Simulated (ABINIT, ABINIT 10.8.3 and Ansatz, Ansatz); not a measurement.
**SnO2 (Cassiterite): Bethe-Salpeter spectra with ABINIT**

Aim: the absorption spectrum of SnO2 (Cassiterite) with electron-hole interaction, and what each part of the kernel does.

Main program and level: ABINIT 10.8.3 and Ansatz 0.2.0; PBE and many-body steps on it, plane waves.

## (1) The starting structure

It takes space group P4_2/mnm (No. 136, tetragonal). Conventional cell: a = 4.738 Å, b = 4.738 Å, c = 3.187 Å, α = 90.00°, β = 90.00°, γ = 90.00°. Sn has 6 O at 2.05 to 2.06 Å nearest. O has 3 Sn at 2.05 to 2.06 Å nearest. Farther neighbours and most contacts between anions are not listed.

The cell and positions come from the Crystallography Open Database and are kept as given unless a step says otherwise.

## (2) Empty states on the mesh, 4×4×4 mesh, 75 bands

This step: ABINIT 10.8.3; DFT, PBE, plane waves, norm-conserving pseudopotentials.

The sums over transitions need many empty states on a uniform mesh; this step solves for them.

run.abi

```
acell 3*1.0 Angstrom
rprim 
  4.738000000000 0.000000000000 0.000000000000
  0.000000000000 4.738000000000 0.000000000000
  0.000000000000 0.000000000000 3.186500000000
ntypat 2
znucl 50 8
natom 6
typat 1 1 2 2 2 2
xred 
  0.000000000000 0.000000000000 0.000000000000
  0.500000000000 0.500000000000 0.500000000000
  0.307100000000 0.307100000000 0.000000000000
  0.192900000000 0.807100000000 0.500000000000
  0.692900000000 0.692900000000 0.000000000000
  0.807100000000 0.192900000000 0.500000000000
pp_dirpath "pseudos"
pseudos "Sn.upf, O.upf"
ecut 42
ngkpt 4 4 4
nshiftk 1
shiftk 0 0 0
kptopt 1
chksymbreak 0
iscf -2
irdden 1
istwfk *1
nband 75
nbdbuf 6
tolwfr 1e-09
nstep 60
prtvol 0
indata_prefix "in"
outdata_prefix "out"
tmpdata_prefix "tmp"
```

The run is started by

```sh
OMP_NUM_THREADS=1 mpirun -n 8 abinit run.abi > log
```

Numbers of over 12 decimals in the logs are rounded to 6 here.

The program printed:

```text
.Version 10.8.3 of ABINIT. v10.8.2 released Aug 2026.

 Symmetries : space group P4_2/m n m (#136); Bravais tP (primitive tetrag.)
[... echo of the input left out ...]
== DATASET  1 ==================================================================
-   mpi_nproc: 8, omp_nthreads: 1 (-1 if OMP is not activated)

--- !DatasetInfo
iteration_state: {dtset: 1, }
dimensions: {natom: 6, nkpt: 18, mband: 75, nsppol: 1, nspinor: 1, nspden: 1, mpw: 6312, }
cutoff_energies: {ecut:  42.0, pawecutdg:  -1.0, }
[...]
1.09149    1.12377    1.22145    1.22145    1.25530    1.25530    1.25938    1.28996
   1.36149    1.36149    1.38817    1.41151    1.41315    1.47453    1.49257    1.49258
   1.52015    1.52447    1.52590
 prteigrs : prtvol=0 or 1, do not print more k-points.

== END DATASET(S) ==============================================================
================================================================================

 -outvars: echo values of variables after computation  --------
            nband          75
             nkpt          18
          spgroup         136
 [... the other variables as echoed above ...]

 Calculation completed.
```

It took 32 s on 8 MPI ranks of Arm Neoverse V2, shared host; peak memory 0.67 GiB.

Numbers from this step:

```
gap                                                           : 1.284 eV
k of the valence top                                          : 0, 0, 0
k of the conduction bottom                                    : 0, 0, 0
least direct gap                                              : 1.284 eV
k points computed                                             : 18
lowest point of the top converged band, above the valence top : 31.21 eV
```

On this mesh the gap is 1.284 eV.

The density comes from a self-consistent run that is not shown.

## (3) Screening, 4×4×4 mesh, 69 bands, screening to 98 eV

The RPA dielectric matrix is built and inverted for each q.

This step: RPA screening on PBE, plane waves, norm-conserving pseudopotentials.

Changes to run.abi since step 2:

```diff
@@ -24,10 +24,11 @@
 chksymbreak 0
-iscf -2
-irdden 1
 istwfk *1
-nband 75
-nbdbuf 6
-tolwfr 1e-09
-nstep 60
-prtvol 0
+occopt 1
+irdwfk 1
+optdriver 3
+nband 69
+ecuteps 3.6
+inclvkb 2
+awtr 1
+symchi 1
 indata_prefix "in"
```

The program printed:

```text
.Version 10.8.3 of ABINIT. v10.8.2 released Aug 2026.

 Symmetries : space group P4_2/m n m (#136); Bravais tP (primitive tetrag.)
[... echo of the input left out ...]
== DATASET  1 ==================================================================
-   mpi_nproc: 8, omp_nthreads: 1 (-1 if OMP is not activated)

--- !DatasetInfo
iteration_state: {dtset: 1, }
dimensions: {natom: 6, nkpt: 18, mband: 69, nsppol: 1, nspinor: 1, nspden: 1, mpw: 6312, }
cutoff_energies: {ecut:  42.0, pawecutdg:  -1.0, }
[...]
--------------------------------------------------------------------------------
[... chi0 elements left out ...]
 For q-point:  0.000010 0.000020 0.000030
  dielectric constant =   4.5045
  dielectric constant without local fields =   4.6997

  Average fulfillment of the sum rule on Im[epsilon] for q-point    1 :     24.38  [%]
[... wings left out ...]
  q-point number  2        q = ( 0.250000, 0.000000, 0.000000) [r.l.u.]
--------------------------------------------------------------------------------
[... chi0 elements left out ...]
  Average fulfillment of the sum rule on Im[epsilon] for q-point    2 :     37.01  [%]

 [... 16 further q-points ...]
```

The job ended after 54 s (8 MPI ranks; peak memory 3.9 GiB).

This step gave:

| Quantity | Value |
| --- | --- |
| ε∞ with local fields, on this mesh, along the program's q direction | 4.505 |
| the same without local fields | 4.700 |
| plasma frequency | 36.20 eV |
| plane waves in the screening matrix | 161 |

Local fields lower ε∞ by 4 %. On a Γ-centred mesh this coarse the value itself is usually too large, while a short band sum pulls it down.

## (4) Self-energy, 4×4×4 mesh, 69 bands, screening to 98 eV

The self-energy is evaluated for the states that the input lists, and the levels follow from it, in one-shot runs by the linearised quasiparticle equation.

This step: G0W0 on PBE, plane waves, norm-conserving pseudopotentials.

Changes to run.abi since step 3:

```diff
@@ -27,8 +27,15 @@
 irdwfk 1
-optdriver 3
+optdriver 4
 nband 69
+gwcalctyp 0
+ecutsigx 42
+symsigma 1
+nkptgw 1
+kptgw 
+  0.0000000000 0.0000000000 0.0000000000
+bdgw 
+  32 36
 ecuteps 3.6
-inclvkb 2
-awtr 1
-symchi 1
+irdscr 1
+ppmodel 1
 indata_prefix "in"
```

The program printed:

```text
.Version 10.8.3 of ABINIT. v10.8.2 released Aug 2026.

 Symmetries : space group P4_2/m n m (#136); Bravais tP (primitive tetrag.)
[... echo of the input left out ...]
== DATASET  1 ==================================================================
-   mpi_nproc: 8, omp_nthreads: 1 (-1 if OMP is not activated)

--- !DatasetInfo
iteration_state: {dtset: 1, }
dimensions: {natom: 6, nkpt: 18, mband: 69, nsppol: 1, nspinor: 1, nspden: 1, mpw: 6312, }
cutoff_energies: {ecut:  42.0, pawecutdg:  -1.0, }
[...]
34   6.777 -20.351 -26.231   5.697   0.786  -0.272 -20.494  -0.144   6.633
       35   8.061 -16.498 -12.586  -2.211   0.846  -0.182 -15.059   1.439   9.500
       36  12.920 -16.302 -10.641  -3.149   0.836  -0.196 -14.202   2.100  15.019

== END DATASET(S) ==============================================================
================================================================================

 -outvars: echo values of variables after computation  --------
           etotal      0.0000000000E+00
            nband          69
             nkpt          18
          spgroup         136
 [... the other variables as echoed above ...]

 Calculation completed.
```

Elapsed: 3.9 s, on 8 MPI ranks; peak memory 2 GiB.

This step gave:

```
G0W0 gap on the points computed              : 2.867 eV
starting gap on the mesh                     : 1.284 eV
k of the valence top                         : 0, 0, 0
k of the conduction bottom                   : 0, 0, 0
least direct G0W0 gap on the computed points : 2.867 eV
```

The gap on the mesh goes from 1.28 eV to 2.87 eV, a correction of +1.58 eV.

The gap opens by 1.583 eV; the next steps shift the empty bands rigidly by 1.583 eV.

## (5) Excitons

Optical absorption needs the electron-hole interaction, solved here in a basis of vertical transitions on the mesh.

This step: Bethe-Salpeter equation on PBE with a scissors shift, plane waves, norm-conserving pseudopotentials.

Changes to run.abi since step 4:

```diff
@@ -27,15 +27,17 @@
 irdwfk 1
-optdriver 4
-nband 69
-gwcalctyp 0
-ecutsigx 42
-symsigma 1
-nkptgw 1
-kptgw 
-  0.0000000000 0.0000000000 0.0000000000
-bdgw 
-  32 36
+optdriver 99
+bs_calctype 1
+mbpt_sciss 1.583 eV
+bs_loband 24
+nband 36
+bs_exchange_term 1
+bs_coulomb_term 11
+bs_coupling 0
+bs_algorithm 1
+bs_freq_mesh 0 9 0.05 eV
+zcut 0.15 eV
 ecuteps 3.6
+ecutwfn 21
+inclvkb 2
 irdscr 1
-ppmodel 1
 indata_prefix "in"
```

The program printed:

```text
.Version 10.8.3 of ABINIT. v10.8.2 released Aug 2026.

 Symmetries : space group P4_2/m n m (#136); Bravais tP (primitive tetrag.)
[... echo of the input left out ...]
== DATASET  1 ==================================================================
-   mpi_nproc: 8, omp_nthreads: 1 (-1 if OMP is not activated)

--- !DatasetInfo
iteration_state: {dtset: 1, }
dimensions: {natom: 6, nkpt: 18, mband: 36, nsppol: 1, nspinor: 1, nspden: 1, mpw: 2241, }
cutoff_energies: {ecut:  21.0, pawecutdg:  -1.0, }
electrons: {nelect:   6.80000000E+01, charge:   0.00000000E+00, occopt:   1.00000000E+00, tsmear:   1.00000000E-02, }

 Exciton: Calculation of dielectric properties by solving the Bethe-Salpeter equation
 in frequency domain and reciprocal space on a transitions basis set.
 Based on a program developed by L. Reining, V. Olevano, F. Sottile,
 S. Albrecht, and G. Onida. Incorporated in ABINIT by M. Giantomassi.

.Using double precision arithmetic ; gwpc =  8

[... cell and pseudopotentials left out ...]
--------------------------------------------------------------------------------

 ==== K-mesh for the wavefunctions ====
 Number of points in the irreducible wedge :    18
[... list of points left out ...]
 Together with 16 symmetry operations and time-reversal symmetry
 yields    64 points in the full Brillouin Zone.

 ==== Q-mesh for the screening function ====
 Number of points in the irreducible wedge :    18
[... list of points left out ...]
 Together with 16 symmetry operations and time-reversal symmetry
 yields    64 points in the full Brillouin Zone.

 vcoul_init : cutoff-mode = AUXILIARY_FUNCTION
 q-points for optical limit:   1
     1)      0.000010    0.000020    0.000030
 setmesh: FFT mesh size selected  =    30x   30x   20
          total number of points  =        18000

 ==== Fundamental parameters for the solution of the Bethe-Salpeter equation: ====
 Algorithm: Direct diagonalization.
 Dimension of the v, W matrices,  npweps  = 161
 Cutoff for the wavefunctions,    npwwfn  = 2241
 Number of k-points in the IBZ,   nkibz   = 18
 Highest empty band included,     nband   = 36
 === Spin UP ===
 Number of resonant transitions          1408
 Lowest occupied state                   24
 Highest occupied state                  34
 Lowest unoccupied state                 35
 Highest unoccupied state                36
 Minimum frequency [eV]           Emin    =   0.00
 Maximum frequency [eV]           Emax    =   9.00
 Frequency step [eV]              dE      =   0.05
 Lorentzian broadening [eV]       eta     =   0.15
 RPA L0 with KS energies and KS wavefunctions
 Scissors operator energy [eV] =          1.58
 Local fields effects (v term) included
 Excitonic effects (W term) included
 Full W_GG' included
 W is read from an external SCR file
 Resonant-only calculation (Hermitian case)

 Calculating epsilon_Macro(q-->0,w), along the following directions:
 q = (  1.424997  0.000000  0.000000) [r.l.u.]
 q = (  0.000000  1.424997  0.000000) [r.l.u.]
 q = (  0.000000  0.000000  0.958369) [r.l.u.]
 q = (  1.424997  0.000000  0.000000) [r.l.u.]
 q = (  0.000000  1.424997  0.000000) [r.l.u.]
 q = (  0.000000  0.000000  0.958369) [r.l.u.]
 Number of electrons calculated from density =   67.8585; Expected =   68.0000
 average of density, n =  0.140573
 r_s =    1.1931
 omega_plasma =   36.1666 [eV]

. Writing resonant excitonic Hamiltonian on file out_BSR; file size=   0.01 [Gb].
 Direct diagonalization of the resonant excitonic Hamiltonian, Matrix size= 1408
. Using LAPACK sequential version.
 Excitonic eigenvalues in eV up to n=   32
   2.35905   3.12110   3.12125   3.59279   3.59283   3.84702   3.94384   3.94402
   3.99617   4.30210   4.35984   4.36037   4.37440   4.38462   4.39096   4.76321
   4.76324   4.83853   4.87755   4.87852   4.88771   4.88843   4.91917   4.92039
   4.92586   4.92589   4.92688   5.17372   5.19533   5.19545   5.22904   5.23730

 First excitonic eigenvalue=    2.36 [eV]
 Last  excitonic eigenvalue=   14.71 [eV]

 GW  direct gap       2.87  0.00 [eV]
 EXC direct gap       2.36  0.00 [eV]
 EXC binding energy   0.51  0.00 [eV]

 Excitonic eigenvalues up to the GW energy gap [eV]
  1 (  2.36  0.00)

 Macroscopic dielectric function:
 omega [eV] <KS_RPA_nlf>  <GW_RPA_nlf>  <BSE>
   0.0000   2.9371   0.0000   2.4560   0.0000   2.7146   0.0000
   0.0500   2.9374   0.0020   2.4561   0.0006   2.7148   0.0010
   0.1000   2.9384   0.0039   2.4564   0.0011   2.7153   0.0019
   0.1500   2.9400   0.0059   2.4569   0.0017   2.7161   0.0029
   0.2000   2.9423   0.0079   2.4575   0.0022   2.7172   0.0039
   0.2500   2.9452   0.0100   2.4583   0.0028   2.7187   0.0049
   0.3000   2.9489   0.0121   2.4594   0.0034   2.7204   0.0059
   0.3500   2.9532   0.0143   2.4606   0.0040   2.7226   0.0069
   0.4000   2.9582   0.0165   2.4620   0.0045   2.7250   0.0079
   0.4500   2.9640   0.0189   2.4636   0.0051   2.7278   0.0090

 Writing KS-RPA macroscopic dielectric function without local fields to file: out_RPA_NLF_MDF
 Writing GW-RPA macroscopic dielectric function without local fields to file: out_GW_NLF_MDF
 Writing EXC Macroscopic dielectric function to file: out_EXC_MDF

== END DATASET(S) ==============================================================
================================================================================

 -outvars: echo values of variables after computation  --------
           etotal      0.0000000000E+00
            nband          36
             nkpt          18
          spgroup         136
 [... the other variables as echoed above ...]

 Calculation completed.
```

The job ended after 32 s (8 MPI ranks; peak memory 1.3 GiB; 4.3 min of CPU time).

This step gave:

```
direct gap of the transition levels                            : 2.867 eV
transitions in the window                                      : 1408
first strong exciton (over a fiftieth of the strongest listed) : 3.121 eV
lowest state                                                   : 2.359 eV
binding of the lowest state below the direct gap               : 0.5080 eV
Coulomb term of one mesh cell                                  : 0.5468 eV
```

The binding is 0.93 times the screened Coulomb term of one mesh cell (0.55 eV), so it is not shown settled.

The lowest state lies at 2.359 eV, 0.508 eV under the direct gap.

Lines within 3 meV are set at the lowest of them, and the highest group, which the list may cut short, is left out. Exciton lines, with heights relative to the strongest:

| position (eV) | lines merged | oscillator strength, relative |
| --- | --- | --- |
| 2.359 | 1 | 0.0 |
| 3.121 | 2 | 100 |
| 3.593 | 2 | 0.0 |
| 3.847 | 1 | 0.0 |
| 3.944 | 2 | 0.2 |
| 3.996 | 1 | 0.0 |
| 4.302 | 1 | 0.0 |
| 4.360 | 2 | 57 |
| 4.374 | 1 | 0.0 |
| 4.385 | 1 | 66 |
| 4.391 | 1 | 0.0 |

The ε₂ has structure finer than the step of the table below, so its rows give means over 0.2 eV, whole bins alone (the curve runs from 0 to 9 eV). Peaks (eV: height): BSE 3.10: 2.92, 4.35: 3.65, 6.00: 3.43, 7.00: 2.72, 8.20: 3.69; no electron-hole interaction 3.65: 2.20, 4.90: 2.50, 6.80: 2.94, 7.55: 2.94, 8.75: 4.00; Kohn-Sham, no shift 2.05: 2.22, 3.30: 2.48, 5.20: 2.93, 5.95: 2.95, 7.20: 4.00, 8.85: 2.05.

Mean over the three Cartesian directions of q; broadening 0.15 eV; transition window only. Limits: finite bands, cutoff and mesh; no spin-orbit coupling; coarse k mesh; exciton not shown settled in the k mesh. The ε₂ by photon energy; means over each step:

| photon energy (eV) | BSE | no electron-hole interaction | Kohn-Sham, no shift |
| --- | --- | --- | --- |
| 0.2 | 0.00392 | 0.00225 | 0.00797 |
| 0.4 | 0.00795 | 0.00453 | 0.0166 |
| 0.6 | 0.0122 | 0.00692 | 0.0267 |
| 0.8 | 0.0170 | 0.00948 | 0.0395 |
| 1.0 | 0.0223 | 0.0122 | 0.0575 |
| 1.2 | 0.0286 | 0.0153 | 0.0859 |
| 1.4 | 0.0363 | 0.0189 | 0.139 |
| 1.6 | 0.0461 | 0.0230 | 0.262 |
| 1.8 | 0.0594 | 0.0280 | 0.675 |
| 2.0 | 0.0785 | 0.0343 | 1.85 |
| 2.2 | 0.109 | 0.0426 | 1.21 |
| 2.4 | 0.162 | 0.0541 | 0.455 |
| 2.6 | 0.278 | 0.0714 | 0.305 |
| 2.8 | 0.615 | 0.1000 | 0.342 |
| 3.0 | 1.89 | 0.155 | 0.614 |
| 3.2 | 2.28 | 0.288 | 1.70 |
| 3.4 | 0.833 | 0.754 | 1.91 |
| 3.6 | 0.457 | 1.91 | 0.955 |
| 3.8 | 0.444 | 1.11 | 0.937 |
| 4.0 | 0.699 | 0.436 | 0.778 |
| 4.2 | 1.83 | 0.308 | 0.945 |
| 4.4 | 3.25 | 0.359 | 0.852 |
| 4.6 | 1.52 | 0.667 | 1.05 |
| 4.8 | 1.08 | 1.83 | 1.46 |
| 5.0 | 0.970 | 1.80 | 2.40 |
| 5.2 | 1.22 | 0.942 | 2.82 |
| 5.4 | 1.29 | 0.927 | 2.48 |
| 5.6 | 1.83 | 0.792 | 2.41 |
| 5.8 | 2.49 | 0.945 | 2.52 |
| 6.0 | 3.32 | 0.859 | 2.77 |
| 6.2 | 3.03 | 1.08 | 2.00 |
| 6.4 | 2.12 | 1.52 | 2.24 |
| 6.6 | 2.00 | 2.47 | 2.98 |
| 6.8 | 2.36 | 2.83 | 3.00 |
| 7.0 | 2.64 | 2.45 | 3.45 |
| 7.2 | 2.25 | 2.42 | 3.88 |
| 7.4 | 2.41 | 2.55 | 3.57 |
| 7.6 | 3.07 | 2.72 | 3.15 |
| 7.8 | 3.06 | 1.97 | 2.76 |
| 8.0 | 3.42 | 2.31 | 2.24 |
| 8.2 | 3.65 | 2.99 | 1.75 |
| 8.4 | 3.55 | 3.03 | 1.42 |
| 8.6 | 2.89 | 3.50 | 1.27 |
| 8.8 | 1.85 | 3.87 | 1.88 |

(Part 1 of 3 ends here.)

[Paths, hosts, dates, memory and timing lines, banners, echoed tables and standing remarks are left out of the program output.]

[Logs are printed without paths, hosts, clocks, repeated set-up lines and the standing remarks that a program may print on its own settings, such as how far it seeks lower states.]

[Runs of the session that timed out or met a known fault of the program may be left out.]

[Hosts, paths, dates, database ids (printed as entryN), source tags and the programs' standing remarks are cut or masked in the printed files.]

[G0W0 gaps are taken among the corrected bands and points alone; a level outside them can change the order at an edge.]

[Where Ansatz stands beside ABINIT at settings called matched, ABINIT's density can come from a denser mesh and the files from another edition; pairs whose starting gaps differed by over 0.03 eV were left out, so agreement reads better than it is.]
